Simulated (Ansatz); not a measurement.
**CdHF: relaxing a made-up structure**

Starting from a made-up structure for CdHF, the aim is the relaxed cell, its shortest contacts and, where a second run follows, its electronic structure.

Program: Ansatz 0.2.0. Level of theory: DFT, r2SCAN, plane-wave PAW, files of the set soft_1, scalar-relativistic, no spin, cell and ions relaxed at zero pressure; PAW set soft_1, in the first sound run; inputs show where later runs differ. Results are calculated unless marked as measured.

**1. Set-up**

The structure is tetragonal, space group P4/nmm (No. 129). The conventional cell has a = 3.621 Å, b = 3.621 Å, c = 5.773 Å, α = 90.00°, β = 90.00°, γ = 90.00°. Nearest to Cd lie 4 H at 2.09 Å. Nearest to F lie 4 H at 2.57 Å. Nearest to H lie 4 Cd at 2.09 Å. Farther neighbours and most contacts between anions are not listed.

**2. Relaxing cell and atoms**

The guess takes its coordinates from another compound and its volume from a rule, so the cell and any free coordinates are relaxed together.

input.yaml reads:

```yaml
crystal:
  lattice:
    - [3.621, 0.0, 0.0]
    - [0.0, 3.621, 0.0]
    - [0.0, 0.0, 5.773]
  atoms:
    - { symbol: Cd, position: [0.5, 0.0, 0.8177] }
    - { symbol: Cd, position: [0.0, 0.5, 0.1823] }
    - { symbol: F, position: [0.5, 0.0, 0.3163] }
    - { symbol: F, position: [0.0, 0.5, 0.6837] }
    - { symbol: H, position: [0.5, 0.5, 0.0] }
    - { symbol: H, position: [0.0, 0.0, 0.0] }
kpoints:
  mp_grid: { grid: [7, 7, 5] }
scf:
  occupations: { method: fermi_dirac, width: 0.05 }
hamiltonian:
  xc: r2scan
  pseudopotentials: { kind: paw, azcp: { folder: soft_1 } }
relax:
  f_tol: 0.015
  max_steps: 70
  cell: {}
output:
  forces: true
  stress: true
```

Run with:

```bash
> ansatz run input.yaml --threads 4 --pin off --max-ram 10240MiB --backend cpu --events-out ev --progress --plain --runs-dir out
```

Numbers of over 12 decimals in the logs are rounded to 6 here.

Log:

```text
Engine: ansatz 0.2.0, x86_64-unknown-linux-gnu
Pseudopotentials: kind: paw
Pseudopotential: Cd, paw, valence charge 20, recommended cutoff 500 eV (meta_gga), soft_1/Cd.paw.azcp
Pseudopotential: F, paw, valence charge 7, recommended cutoff 500 eV (meta_gga), soft_1/F.paw.azcp
Pseudopotential: H, paw, valence charge 1, recommended cutoff 500 eV (meta_gga), soft_1/H.paw.azcp
Functional definition: r2SCAN
  parameter k0 = 0.174
  parameter k1 = 0.065
  parameter a1 = 4.9479
  exchange = r2scan_x(k0 = k0, k1 = k1, a1 = a1)
  correlation = r2scan_c
Crystal: 6 atoms, lattice volume = 75.694 Å³
Basis set: ecut = 500 eV, 1941 PW (Γ), exchange–correlation on 108×108×180 points (64 copies of the dense FFT grid, shifted against one another)
Bands: 34, of which v1, the nominal top of the filled ones, is band 28 counted from 1 (27 counted from 0)
Symmetry: 16 space group operations
Space group: P4/nmm (ITA 129), of the structure as read, at distance tolerance 4.2e-5 Å
k-points: 30 of 245
Non-local potential: Cd, projectors of the file, l = 0: 3, l = 1: 2, l = 2: 2, l = 3: 1
Non-local potential: F, projectors of the file, l = 0: 2, l = 1: 2, l = 2: 1
Non-local potential: H, projectors of the file, l = 0: 2, l = 1: 1
PAW form: soft (Blöchl's): semilocal exchange-correlation on the pseudo side does not see the compensation charge
PAW frozen core: Cd, regenerated for the run's functional (the file was generated under x = pbe(κ = 0.804, μ = 0.219515), c = pbe(β = 0.066725))
PAW frozen core: F, regenerated for the run's functional (the file was generated under x = pbe(κ = 0.804, μ = 0.219515), c = pbe(β = 0.066725))
PAW one-centre angular grid: Cd, 590 points (default); XC on 160 Gauss nodes
PAW one-centre angular grid: F, 302 points (default); XC on 160 Gauss nodes
PAW one-centre angular grid: H, 302 points (default); XC on 160 Gauss nodes
Initial density: superposition of atomic densities (chi_scale 0.1, normalization cell, long waves kept (reshape's long-wave potential 0.89 eV rms))
Initial wavefunctions: pseudopotential atomic-orbital guess
Functional: x = r2scan, c = r2scan; τ floored in thin density (d = 2e-4 eV/Å³)
SCF iter   1: F=—  HF=-18204.832040 eV  |F-HF|=—  |Δ(HF+E_count)|=         —  Δρ=3.56e-1  dr2=1.22e2  dr2_τ=2.22e0  ethr=3.10e-3  ⟨swp⟩=6.8  Hψ=4282  notcnv=0
preconditioner: auto → LDOS  [metal: Δε(μ)=0.028 eV  Ē_g=14.822 eV  σ=0.050 eV  W_gap=0.14  n_scr=20 (ndim 8)  ℏωp=27.0 eV  f_vac=0.069  D(μ)=2.72/eV (n_scr^D=20)  β→1.0]
SCF iter   2: F=—  HF=-18193.539657 eV  |F-HF|=—  |Δ(HF+E_count)|=    1.13e1  Δρ=2.00e-1  dr2=2.02e1  dr2_τ=2.17e1  ethr=3.10e-3  ⟨swp⟩=4.2  Hψ=3079  notcnv=0  defer=21
SCF iter   3: F=—  HF=-18188.664902 eV  |F-HF|=—  |Δ(HF+E_count)|=    4.87e0  Δρ=1.04e-1  dr2=6.41e0  dr2_τ=3.70e-1  ethr=3.10e-3  ⟨swp⟩=3.2  Hψ=2742  notcnv=0  defer=38
SCF iter   4: F=—  HF=-18186.850700 eV  |F-HF|=—  |Δ(HF+E_count)|=    1.81e0  Δρ=1.83e-2  dr2=5.33e-1  dr2_τ=1.38e-2  ethr=3.10e-3  ⟨swp⟩=2.7  Hψ=2005  notcnv=0  defer=15
automatic band count: iteration 4 solves 33 bands in place of 34: the levels show a gap, and the empty bands left out lie too high to hold charge; the band table lists the bands solved (type scf.n_extra_bands for more)
SCF iter   5: F=—  HF=-18186.745954 eV  |F-HF|=—  |Δ(HF+E_count)|=   1.05e-1  Δρ=1.23e-2  dr2=1.21e-1  dr2_τ=5.78e-3  ethr=9.51e-4  ⟨swp⟩=6.2  Hψ=3040  notcnv=0  defer=8
automatic band count: iteration 5 solves 34 bands in place of 33: the levels no longer show a gap clear of their residuals, so the SCF keeps every band
SCF iter   6: F=—  HF=-18186.725473 eV  |F-HF|=—  |Δ(HF+E_count)|=   2.05e-2  Δρ=2.65e-3  dr2=3.61e-3  dr2_τ=4.40e-4  ethr=2.16e-4  ⟨swp⟩=2.4  Hψ=1629  notcnv=0  defer=36
SCF iter   7: F=—  HF=-18186.725623 eV  |F-HF|=—  |Δ(HF+E_count)|=   1.50e-4  Δρ=1.43e-3  dr2=2.06e-3  dr2_τ=7.65e-5  ethr=6.45e-6  ⟨swp⟩=2.4  Hψ=1786  notcnv=0  defer=36
SCF iter   8: F=—  HF=-18186.725096 eV  |F-HF|=—  |Δ(HF+E_count)|=   5.27e-4  Δρ=1.82e-4  dr2=3.79e-5  dr2_τ=8.74e-7  ethr=3.67e-6  ⟨swp⟩=2.0  Hψ=1180  notcnv=0  defer=36
SCF iter   9: F=—  HF=-18186.725084 eV  |F-HF|=—  |Δ(HF+E_count)|=   1.18e-5  Δρ=2.57e-5  dr2=4.96e-7  dr2_τ=2.30e-8  ethr=6.78e-8  ⟨swp⟩=2.0  Hψ=1201  notcnv=0  defer=36
SCF iter  10: F=-18186.725084 eV  HF=-18186.725084 eV  |F-HF|=1.75e-9  |Δ(HF+E_count)|=   5.66e-8  Δρ=2.06e-6  dr2=3.16e-9  dr2_τ=3.61e-10  ethr=1.79e-10  ⟨swp⟩=4.2  Hψ=3422  notcnv=0
SCF 1 converged in 10 iterations: F = -18186.725084 eV  dr2 = 3.16e-9
  greatest PAW one-centre occupation: 1.001 electrons in one spin orbital (limit 2), on the Cd atom at site 1 (counted from 0), in its partial waves of l = 0
relax step   1: F+E_penalty+E_count = -18186.72508447 eV  Δ(F+E_penalty+E_count) = +0.000e0 eV  max|allowed force component| = 8.637e-1 eV/Å  Δτ_max = 0.0000 Å  P = -6.283 GPa  Ω = 75.694 Å³  (10 SCF iters, dr2 threshold 1.00e-7 eV, accepted)
Crystal: 6 atoms, lattice volume = 69.049 Å³
Basis set: ecut = 500 eV, 1757 PW (Γ), exchange–correlation on 108×108×180 points (64 copies of the dense FFT grid, shifted against one another)
Initial density: handed on by an earlier stage of this run
Initial wavefunctions: those handed on with the density
iter 1 solved again at ethr=2.22e-3 eV; its pass at ethr=3.10e-3 eV (dr2=1.24e0 eV) is discarded
SCF iter   1: F=—  HF=-18187.196352 eV  |F-HF|=—  |Δ(HF+E_count)|=         —  Δρ=4.94e-2  dr2=1.24e0  dr2_τ=5.66e0  ethr=2.22e-3  ⟨swp⟩=1.0  Hψ=4578  notcnv=0
automatic band count: iteration 1 solves 32 bands in place of 34: the levels show a gap, and the empty bands left out lie too high to hold charge; the band table lists the bands solved (type scf.n_extra_bands for more)
preconditioner: auto → Resta (q_TF=auto, 2.635 Å⁻¹)  ε∞=5.6  [insulator: Δε(μ)=0.430 eV  Ē_g=13.206 eV  σ=0.050 eV  W_gap=0.61  n_scr=20 (ndim 8)  ℏωp=28.3 eV  f_vac=0.032  D(μ)=0.34/eV (n_scr^D=0)  ε∞_Penn≈5.6]
SCF iter   2: F=—  HF=-18187.550573 eV  |F-HF|=—  |Δ(HF+E_count)|=   3.54e-1  Δρ=2.00e-2  dr2=2.58e-1  dr2_τ=2.00e-2  ethr=2.22e-3  ⟨swp⟩=3.0  Hψ=1721  notcnv=0
SCF iter   3: F=—  HF=-18187.485702 eV  |F-HF|=—  |Δ(HF+E_count)|=   6.49e-2  Δρ=8.17e-3  dr2=7.97e-2  dr2_τ=2.75e-3  ethr=4.61e-4  ⟨swp⟩=2.1  Hψ=1511  notcnv=0
SCF iter   4: F=—  HF=-18187.462739 eV  |F-HF|=—  |Δ(HF+E_count)|=   2.30e-2  Δρ=2.32e-3  dr2=5.06e-3  dr2_τ=2.63e-4  ethr=1.42e-4  ⟨swp⟩=2.9  Hψ=1359  notcnv=0
SCF iter   5: F=—  HF=-18187.462650 eV  |F-HF|=—  |Δ(HF+E_count)|=   8.94e-5  Δρ=7.64e-4  dr2=3.92e-4  dr2_τ=2.30e-5  ethr=9.04e-6  ⟨swp⟩=6.1  Hψ=3024  notcnv=0  defer=19
[...]
SCF iter   5: F=—  HF=-18187.765177 eV  |F-HF|=—  |Δ(HF+E_count)|=   2.82e-4  Δρ=8.25e-4  dr2=3.54e-4  dr2_τ=2.56e-5  ethr=9.23e-6  ⟨swp⟩=2.1  Hψ=1829  notcnv=0
SCF iter   6: F=—  HF=-18187.765179 eV  |F-HF|=—  |Δ(HF+E_count)|=   1.59e-6  Δρ=2.67e-4  dr2=2.81e-5  dr2_τ=3.36e-6  ethr=6.33e-7  ⟨swp⟩=6.5  Hψ=3368  notcnv=0  defer=28
automatic band count: iteration 6 solves 34 bands in place of 32: the levels no longer show a gap clear of their residuals, so the SCF keeps every band
SCF iter   7: F=—  HF=-18187.765177 eV  |F-HF|=—  |Δ(HF+E_count)|=   1.70e-6  Δρ=6.78e-5  dr2=1.72e-6  dr2_τ=1.68e-7  ethr=5.01e-8  ⟨swp⟩=2.0  Hψ=2039  notcnv=0  defer=28
SCF iter   8: F=-18187.765178 eV  HF=-18187.765178 eV  |F-HF|=4.89e-8  |Δ(HF+E_count)|=   3.52e-7  Δρ=1.90e-5  dr2=1.53e-7  dr2_τ=1.43e-8  ethr=1.07e-9  ⟨swp⟩=4.0  Hψ=3353  notcnv=0
SCF 3 converged in 8 iterations: F = -18187.765178 eV  dr2 = 1.53e-7
relax step   3: F+E_penalty+E_count = -18187.76517773 eV  Δ(F+E_penalty+E_count) = -3.025e-1 eV  max|allowed force component| = 9.300e-1 eV/Å  Δτ_max = 0.1952 Å  P = +5.268 GPa  Ω = 63.762 Å³  energy of the carried Pulay correction = +9.497e-3 eV  (8 SCF iters, dr2 threshold 6.00e-7 eV, accepted)
[...]
relax step   4: F+E_penalty+E_count = -18187.79742459 eV  Δ(F+E_penalty+E_count) = -3.225e-2 eV  max|allowed force component| = 5.736e-1 eV/Å  Δτ_max = 0.0780 Å  P = -1.909 GPa  Ω = 66.985 Å³  energy of the carried Pulay correction = +6.775e-3 eV  (7 SCF iters, dr2 threshold 6.00e-7 eV, accepted)
[...]
relax step   5: F+E_penalty+E_count = -18187.84405392 eV  Δ(F+E_penalty+E_count) = -4.663e-2 eV  max|allowed force component| = 1.857e-2 eV/Å  Δτ_max = 0.0313 Å  P = +0.427 GPa  Ω = 66.027 Å³  energy of the carried Pulay correction = +7.571e-3 eV  (7 SCF iters, dr2 threshold 6.00e-7 eV, accepted)
[...]
relax step   6: F+E_penalty+E_count = -18187.84585923 eV  Δ(F+E_penalty+E_count) = -1.805e-3 eV  max|allowed force component| = 4.188e-2 eV/Å  Δτ_max = 0.0158 Å  P = +0.327 GPa  Ω = 66.368 Å³  energy of the carried Pulay correction = +7.286e-3 eV  (7 SCF iters, dr2 threshold 6.00e-7 eV, accepted)
[...]
relax step   7: F+E_penalty+E_count = -18187.84618046 eV  Δ(F+E_penalty+E_count) = -3.212e-4 eV  max|allowed force component| = 2.156e-2 eV/Å  Δτ_max = 0.0090 Å  P = -0.011 GPa  Ω = 66.590 Å³  energy of the carried Pulay correction = +7.101e-3 eV  (6 SCF iters, dr2 threshold 3.20e-7 eV, accepted)
[...]
relax step   8: F+E_penalty+E_count = -18187.84623181 eV  Δ(F+E_penalty+E_count) = -5.135e-5 eV  max|allowed force component| = 2.328e-3 eV/Å  Δτ_max = 0.0036 Å  P = -0.031 GPa  Ω = 66.619 Å³  energy of the carried Pulay correction = +7.077e-3 eV  (5 SCF iters, dr2 threshold 2.90e-8 eV, accepted)
Basis set: ecut = 500 eV, 1723 PW (Γ), exchange–correlation on 108×108×160 points (64 copies of the dense FFT grid, shifted against one another)
Initial wavefunctions: pseudopotential atomic-orbital guess (no wavefunctions were taken with the density)
iter 1 solved again at ethr=7.40e-8 eV; its pass at ethr=3.10e-3 eV (dr2=4.14e-5 eV) is discarded
SCF iter   1: F=—  HF=-18187.838128 eV  |F-HF|=—  |Δ(HF+E_count)|=         —  Δρ=5.70e-4  dr2=1.97e-5  dr2_τ=1.37e-4  ethr=7.40e-8  ⟨swp⟩=3.0  Hψ=6259  notcnv=0
preconditioner: auto → Resta (q_TF=auto, 2.650 Å⁻¹)  ε∞=4.6  [insulator: Δε(μ)=0.393 eV  Ē_g=15.176 eV  σ=0.050 eV  W_gap=0.71  n_scr=20 (ndim 8)  ℏωp=28.8 eV  f_vac=0.024  D(μ)=0.37/eV (n_scr^D=0)  ε∞_Penn≈4.6]
SCF iter   2: F=—  HF=-18187.838160 eV  |F-HF|=—  |Δ(HF+E_count)|=   3.25e-5  Δρ=2.92e-4  dr2=6.19e-6  dr2_τ=7.63e-6  ethr=3.53e-8  ⟨swp⟩=2.0  Hψ=1570  notcnv=0
SCF iter   3: F=—  HF=-18187.838168 eV  |F-HF|=—  |Δ(HF+E_count)|=   7.46e-6  Δρ=7.30e-5  dr2=1.31e-6  dr2_τ=2.72e-7  ethr=1.11e-8  ⟨swp⟩=2.0  Hψ=1603  notcnv=0
SCF iter   4: F=—  HF=-18187.838159 eV  |F-HF|=—  |Δ(HF+E_count)|=   9.05e-6  Δρ=8.48e-6  dr2=2.21e-8  dr2_τ=3.88e-9  ethr=2.34e-9  ⟨swp⟩=2.0  Hψ=1604  notcnv=0
SCF iter   5: F=—  HF=-18187.838159 eV  |F-HF|=—  |Δ(HF+E_count)|=   6.56e-9  Δρ=1.64e-6  dr2=2.08e-9  dr2_τ=1.89e-10  ethr=3.94e-11  ⟨swp⟩=2.0  Hψ=1619  notcnv=0
SCF iter   6: F=—  HF=-18187.838159 eV  |F-HF|=—  |Δ(HF+E_count)|=  1.20e-10  Δρ=6.28e-7  dr2=2.32e-10  dr2_τ=1.56e-11  ethr=3.72e-12  ⟨swp⟩=2.0  Hψ=1557  notcnv=0
SCF iter   7: F=-18187.838159 eV  HF=-18187.838159 eV  |F-HF|=3.64e-11  |Δ(HF+E_count)|=  3.64e-12  Δρ=3.32e-7  dr2=4.17e-11  dr2_τ=4.75e-12  ethr=1.00e-12  ⟨swp⟩=4.0  Hψ=3363  notcnv=0
SCF 9 converged in 7 iterations: F = -18187.838159 eV  dr2 = 4.17e-11
relax step   9: F+E_penalty+E_count = -18187.83815863 eV  Δ(F+E_penalty+E_count) = +8.073e-3 eV  max|allowed force component| = 2.819e-3 eV/Å  Δτ_max = 0.0000 Å  P = -0.007 GPa  Ω = 66.619 Å³  stress off target by 1.07e-2 GPa  SCF on the basis re-selected at this cell (its energy is not comparable with the rows above)  (7 SCF iters)
basis re-selected at this cell: Δ(F+E_penalty+E_count) = +8.073e-3 eV, ΔP = +0.024 GPa vs the last step (what re-selecting the basis moved, of the pressure what is left beyond the Pulay correction that the steps carried, after the strain that the cell walked since its last selection, with what the two solves' SCF thresholds leave and, on support functions, any second-order correction that the steps lacked; it is no measure of the basis error at this ecutwfc). The dense FFT grid was sized anew with the basis: this SCF ran on 27×27×40 points, the steps before it on 27×27×45, so part of this shift can come from that change (see relax.cell in the input reference). [rest of the remark cut]
SCF converged after 7 iterations
Free energy (F): -18187.838159 eV
Harris-Foulkes:  -18187.838159 eV  (|F-HF|=3.64e-11)
Internal energy: -18187.835345 eV  (E = F + TS)
E sigma→0 (E₀):  -18187.836752 eV
Entropy (-TS):   -0.002813 eV (-0.469 meV/atom)
Fermi energy:    10.715917 eV
--- Per-component energies (eV) ---
  E_band       = -977.098690
  E_kinetic    = 1306.017644
  E_local      = -7277.137960  (includes V_loc(G=0)·N_el)
  E_nonlocal   = 422.298256
  E_hartree    = 3261.963216
  E_xc         = -466.655104
  E_vxc        = -679.397250  (∫ρ·V_xc dr)
  E_paw        = -8663.330845  (= ΣΔE_a)
  E_vpaw       = -1318.977861  (= ΣTr[D̂ρ^β])
  E_aug_tail   = 0.000253  (compensation charges beyond the density's cutoff)
  E_vtau       = 46.172138  (kinetic-family band-sum trace: ∫τ·v_τ [+ j·A + Jᵃ·Aᵃ] dr)
  E_ewald      = -6769.798491
  E_core_change = -1.192313  (= ΣΔE_core)
  E_smearing   = -0.002813  (= −TS)
  E_closure    = 0.000000  (closes the sum)
  Σ components = -18187.838159   (vs F -18187.838159, Δ=0.00e0)
--- Forces (eV/Å), atoms counted from 1 ---
  atom   1  Cd     0.00000000     0.00000000     0.00148832
  atom   2  Cd     0.00000000     0.00000000    -0.00148832
  atom   3  F      0.00000000     0.00000000    -0.00281904
  atom   4  F      0.00000000     0.00000000     0.00281904
  atom   5  H      0.00000000     0.00000000    -0.00000000
  atom   6  H      0.00000000     0.00000000     0.00000000
  max |Σ_I F_I| component: 4.34e-19 eV/Å
--- Stress (GPa, compression-positive) ---
       -0.010731       0.000000       0.000000
        0.000000      -0.010731       0.000000
        0.000000       0.000000      -0.001001
  P = ⅓ Tr σ = -0.0075 GPa (-0.075 kbar)
--- Relaxed structure (8 steps of the walk, 8 accepted, 1 SCFs on fresh bases) ---
  F+E_penalty+E_count = -18187.83815863 eV   max|allowed force component| = 2.819e-3 eV/Å   (the final SCF, on the basis selected at the relaxed cell)
  cell:  # Å, volume = 66.6193 Å³
    - [3.515540, 0, 0.0]
    - [0, 3.515540, 0.0]
    - [0.0, 0.0, 5.390334]
  atoms:
    - { symbol: Cd, position: [0.5, 0, 0.785162] }
    - { symbol: Cd, position: [0, 0.5, 0.214838] }
    - { symbol: F, position: [0.5, 0, 0.382565] }
    - { symbol: F, position: [0, 0.5, 0.617435] }
    - { symbol: H, position: [0.5, 0.5, 1.5024454148422046e-19] }
    - { symbol: H, position: [0, 0, 1.5024454148422034e-19] }
```

Wall time 22 s (4 threads of INTEL XEON PLATINUM 8581C at 2.10GHz (Emerald Rapids), shared host); peak memory 0.61 GiB; 76 s of CPU time.

The steps of the relaxation:

```csv
step,energy less that of the first step (eV),largest force component (eV/Å),pressure (GPa),volume (Å³)
1,0.0000,0.8637,-6.28,75.69
2,-0.7376,0.9160,-4.01,69.05
3,-1.0401,0.9300,5.27,63.76
4,-1.0723,0.5736,-1.91,66.98
5,-1.1190,0.0186,0.43,66.03
6,-1.1208,0.0419,0.33,66.37
7,-1.1211,0.0216,-0.01,66.59
8,-1.1211,0.0023,-0.03,66.62
9*,-1.1131,0.0028,-0.01,66.62
```

Relaxation steps marked * repeat the geometry before them on a plane-wave basis chosen anew for their cell, so energy and pressure can jump there.

The run keeps the 16 symmetry operations that it works with, so distortions that break them were not tested.

```csv
"conventional cell, symmetrised",before,after,change
a (Å),3.621,3.516,-2.9 %
b (Å),3.621,3.516,-2.9 %
c (Å),5.773,5.390,-6.6 %
volume (Å³/atom),12.62,11.10,-12.0 %
```

The atoms that moved most (Å, as changes of fractional coordinates times the final cell):

```csv
atom,dx,dy,dz,length
F4,0.000,0.000,-0.357,0.357
F3,0.000,0.000,0.357,0.357
Cd1,0.000,0.000,-0.175,0.175
Cd2,0.000,0.000,0.175,0.175
```

The relaxed structure:

```xyz
6
Lattice="3.5155 0.0000 0.0000 0.0000 3.5155 0.0000 0.0000 0.0000 5.3903" Properties=species:S:1:pos:R:3 pbc="T T T"
Cd    1.7578    0.0000    4.2323
Cd    0.0000    1.7578    1.1580
F     1.7578    0.0000    2.0622
F     0.0000    1.7578    3.3282
H     1.7578    1.7578    0.0000
H     0.0000    0.0000    0.0000
```

Numbers from this step:

| Quantity | Value |
| --- | --- |
| free energy | -18187.8382 eV |
| energy at zero smearing | -18187.8368 eV |
| smearing term TS | 0.002813 eV |
| Fermi energy | 10.72 eV |
| electrons | 56 |
| symmetry operations | 16 |
| pressure | -0.007488 GPa |

The shortest distance of each pair, which need not be the same contact before and after:

```csv
pair,guess (Å),relaxed (Å)
Cd–H,2.094,2.105
Cd–F,2.675,2.170
H–H,2.560,2.486
F–H,2.571,2.710
F–F,3.325,2.790
```

The relaxation ends with a largest force component of 0.0028 eV/Å and a pressure of -0.01 GPa.

(Continued in part 2 of 2.)

[Logs are printed without paths, hosts, clocks, repeated set-up lines and the standing remarks that a program may print on its own settings, such as how far it seeks lower states.]

[Hosts, paths, dates, database ids (printed as entryN), source tags and the programs' standing remarks are cut or masked in the printed files.]
